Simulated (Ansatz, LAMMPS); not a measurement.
**Glassy 46SiO2-16Al2O3-16BaO-16Li2O-5Sc2O3 (mol %) (121 atoms), the frame at 35 fs of a trajectory (instantaneous temperature 261 K)**

The starting structure: 121 atoms (17 Si, 12 Al, 6 Ba, 12 Li, 4 Sc, 70 O) placed at random at 3.16 g/cm³, melted at 4000 K for 10 ps at fixed volume with the Morse and Coulomb pair potential with partial charges (Pedone, Malavasi, Menziani, Cormack and Segre, J. Phys. Chem. B 110, 11780 (2006)). Quenched from 4000 K to 300 K at 300 K/ps and fixed volume, held 10 ps at zero pressure, then minimised at fixed cell.

This is the frame at 35 fs of a trajectory (instantaneous temperature 261 K). Method: Kohn-Sham DFT, PBE, PAW (set soft_2), plane waves (Ansatz 0.2.0); cutoff 420 eV, Γ point, fixed occupations; density 3.21 g/cm³.

Cell vectors (Å):

```
11.589 0.000 0.000
0.000 11.589 0.000
0.000 0.000 11.589
```

Positions in Å, forces in eV/Å:

```csv
atom,x,y,z,fx,fy,fz
Si1,2.175,3.113,6.829,2.926,-1.553,1.266
Si2,8.698,10.788,0.162,2.407,-0.080,2.177
Si3,4.611,9.017,11.293,1.491,-2.482,-0.408
Si4,11.534,7.880,2.811,1.044,2.144,-3.447
Si5,4.220,6.551,5.902,1.619,0.605,-1.514
Si6,7.966,6.791,7.516,0.749,0.878,-1.131
Si7,10.025,2.587,10.614,1.285,-1.384,1.432
Si8,11.282,11.527,2.064,-0.367,-0.757,-2.296
Si9,6.221,6.902,1.608,0.622,2.358,-0.598
Si10,11.064,6.909,8.385,-0.893,-1.340,1.041
Si11,11.230,5.169,11.317,0.349,1.120,-1.724
Si12,10.435,11.406,6.778,-0.599,-2.288,0.677
Si13,3.841,0.559,7.831,-1.892,1.361,-1.739
Si14,4.498,2.041,2.554,0.147,-2.439,0.120
Si15,4.728,3.308,9.418,1.017,0.971,-1.426
Si16,3.825,10.838,3.509,-1.028,-0.833,-1.429
Si17,6.907,4.924,5.299,-1.751,1.960,0.626
Al18,5.638,10.940,5.636,-0.385,0.484,-1.012
Al19,2.318,6.552,0.893,-0.771,-0.584,0.286
Al20,8.197,9.527,5.540,-0.325,-0.647,-0.105
Al21,8.631,8.590,2.320,-0.282,1.383,-0.347
Al22,2.012,9.436,1.282,-0.296,0.876,0.830
Al23,10.873,11.111,9.912,-1.601,1.372,0.656
Al24,3.829,7.751,3.203,0.928,0.301,1.379
Al25,9.886,2.353,2.227,0.416,-0.053,-1.259
Al26,2.105,5.959,7.506,-0.726,-0.453,-0.298
Al27,4.906,2.700,5.891,0.175,-0.638,-0.191
Al28,4.144,6.458,9.751,0.269,-0.176,-0.342
Al29,3.239,9.346,6.194,1.512,1.403,-0.260
Ba30,7.519,4.903,10.666,0.115,-0.471,-0.522
Ba31,1.887,1.556,11.412,-0.549,-0.364,0.436
Ba32,1.516,4.468,3.534,0.260,-0.259,0.137
Ba33,9.908,3.737,6.338,0.476,0.144,0.183
Ba34,1.269,1.033,4.622,0.136,-0.211,0.190
Ba35,7.529,1.040,8.139,-0.452,0.128,0.387
Li36,7.169,8.527,10.394,0.186,-0.061,0.341
Li37,4.456,4.527,0.956,-0.235,-0.026,-0.231
Li38,7.046,2.636,3.798,0.384,-0.461,0.085
Li39,9.285,0.360,4.228,-0.143,0.150,0.077
Li40,1.085,7.574,5.569,-0.048,-0.332,-0.331
Li41,7.586,1.599,1.318,0.237,0.046,-0.069
Li42,2.358,4.602,10.018,-0.364,-0.144,-0.062
Li43,11.281,9.826,4.761,0.156,-0.105,0.027
Li44,2.420,8.206,9.895,-0.158,0.577,-0.013
Li45,11.239,8.709,10.765,-0.267,-0.109,-0.021
Li46,8.851,9.576,8.710,0.553,0.148,0.208
Li47,6.849,10.377,2.771,-0.043,-0.190,-0.011
Sc48,9.397,5.523,2.645,0.096,-0.331,-0.426
Sc49,1.178,9.821,7.986,-0.486,1.052,1.110
Sc50,5.695,0.712,11.058,0.029,0.354,-0.007
Sc51,5.950,8.730,8.095,-0.390,-0.456,-0.661
O52,3.071,10.736,7.608,-1.452,-1.675,0.128
O53,7.184,6.999,8.864,-0.596,0.610,1.875
O54,7.902,9.874,1.234,0.407,-0.603,0.435
O55,11.107,6.156,9.901,0.251,-0.430,0.071
O56,4.745,6.969,7.358,-0.618,-0.377,0.049
O57,7.935,5.068,4.095,0.678,0.171,-0.524
O58,9.968,1.200,6.215,-0.719,1.172,-1.069
O59,2.433,6.622,9.090,1.130,-0.572,0.521
O60,11.246,8.451,8.788,0.399,0.261,-0.927
O61,9.073,2.838,9.377,-0.202,0.575,-0.898
O62,10.280,3.840,3.059,0.386,0.386,0.136
O63,7.121,9.890,9.043,-0.484,0.067,0.013
O64,7.739,0.342,11.232,-1.600,1.239,-0.712
O65,4.591,0.577,9.204,1.167,-0.158,1.881
O66,0.427,11.043,6.591,0.128,0.186,0.293
O67,2.499,1.619,7.649,0.589,0.232,-0.748
O68,2.986,8.945,11.502,-0.597,-0.378,0.797
O69,4.605,8.307,9.758,0.091,-0.191,-0.316
O70,9.861,10.037,5.977,-1.029,-0.139,-0.093
O71,3.443,3.032,10.386,0.221,0.576,-0.650
O72,0.790,8.559,3.933,0.647,0.911,1.416
O73,5.932,8.080,0.310,-1.004,-0.568,0.423
O74,11.001,1.228,10.564,-0.595,-1.052,-1.493
O75,10.890,11.055,3.522,-0.011,0.201,0.844
O76,1.154,5.280,0.351,0.303,0.681,0.622
O77,4.900,0.768,6.472,-0.263,0.841,0.048
O78,5.387,10.727,3.807,0.475,0.358,1.269
O79,3.349,0.565,2.649,1.190,0.757,0.415
O80,9.853,11.225,8.340,1.482,-0.032,0.255
O81,0.806,3.041,6.091,-3.007,0.459,-1.019
O82,9.563,9.934,10.656,0.671,0.117,-0.868
O83,3.455,3.125,2.086,-0.651,1.293,-0.411
O84,7.683,5.398,6.747,-1.047,-0.582,-1.425
O85,5.213,2.109,4.018,-0.209,0.312,-0.118
O86,1.072,10.931,1.321,-0.024,-1.138,0.629
O87,1.037,7.896,1.285,0.485,0.178,0.638
O88,7.912,9.078,3.858,1.310,0.446,0.163
O89,3.707,6.255,11.490,-0.710,0.076,-0.176
O90,1.968,8.378,6.966,0.265,0.249,-0.268
O91,3.168,3.137,5.429,0.825,-0.469,1.656
O92,11.096,6.490,3.324,-1.554,-3.234,0.521
O93,2.770,5.821,5.766,-0.757,0.166,1.490
O94,11.377,3.608,10.778,-1.112,0.475,-0.019
O95,10.057,11.540,0.954,-1.348,-1.091,0.295
O96,5.072,4.962,9.514,-0.645,0.468,0.063
O97,3.774,8.016,5.048,0.473,-1.621,-1.384
O98,2.263,4.220,8.001,-0.214,1.001,-0.219
O99,6.679,3.368,5.629,-0.908,-1.145,0.296
O100,9.198,2.673,0.487,0.606,0.264,0.316
O101,5.000,9.646,6.562,0.158,-0.567,0.174
O102,3.366,9.452,2.605,-0.641,-0.421,-0.776
O103,4.865,3.015,7.742,-0.087,-0.063,0.446
O104,9.560,6.610,7.760,0.277,0.200,0.248
O105,0.036,1.531,2.146,-0.651,1.789,0.395
O106,8.545,1.570,2.992,-0.408,0.129,0.306
O107,0.318,6.191,7.168,0.854,0.275,0.368
O108,6.058,2.680,10.154,0.433,-1.223,0.336
O109,10.400,8.694,1.955,-1.479,-0.661,1.087
O110,5.586,7.623,2.916,-1.678,-0.658,-0.766
O111,5.630,1.629,1.393,-0.480,-0.126,-0.107
O112,7.309,11.023,5.918,1.127,-0.237,-0.123
O113,2.965,10.667,4.865,-0.030,-0.332,0.800
O114,2.828,6.404,2.627,0.466,0.881,-0.789
O115,5.005,10.463,0.074,0.651,2.981,-0.165
O116,7.569,8.117,6.592,0.731,0.509,0.042
O117,5.365,5.703,4.955,0.942,-0.450,1.697
O118,6.061,5.454,1.017,-0.351,-1.184,0.588
O119,7.866,7.071,1.821,1.244,-0.191,0.286
O120,0.816,10.331,10.026,0.390,0.112,-0.840
O121,9.925,5.630,0.558,0.175,-0.631,0.781
```

The quench rate of 300 K/ps is many orders above laboratory rates, so the cell is likely richer in defects and strain than a real sample. The network of bonds at the start is that of the classical potential that made the cell. Only the Γ point is sampled, in a cell whose shortest periodic width is 12 Å.

The r.m.s. force component is 0.901 eV/Å; the longest force, 4.19 eV/Å, acts on Si4. The energy lies 4.3 meV/atom above that of the first step of this run.

[Logs are printed without paths, hosts, clocks, repeated set-up lines and the standing remarks that a program may print on its own settings, such as how far it seeks lower states.]

[Hosts, paths, dates, database ids (printed as entryN), source tags and the programs' standing remarks are cut or masked in the printed files.]
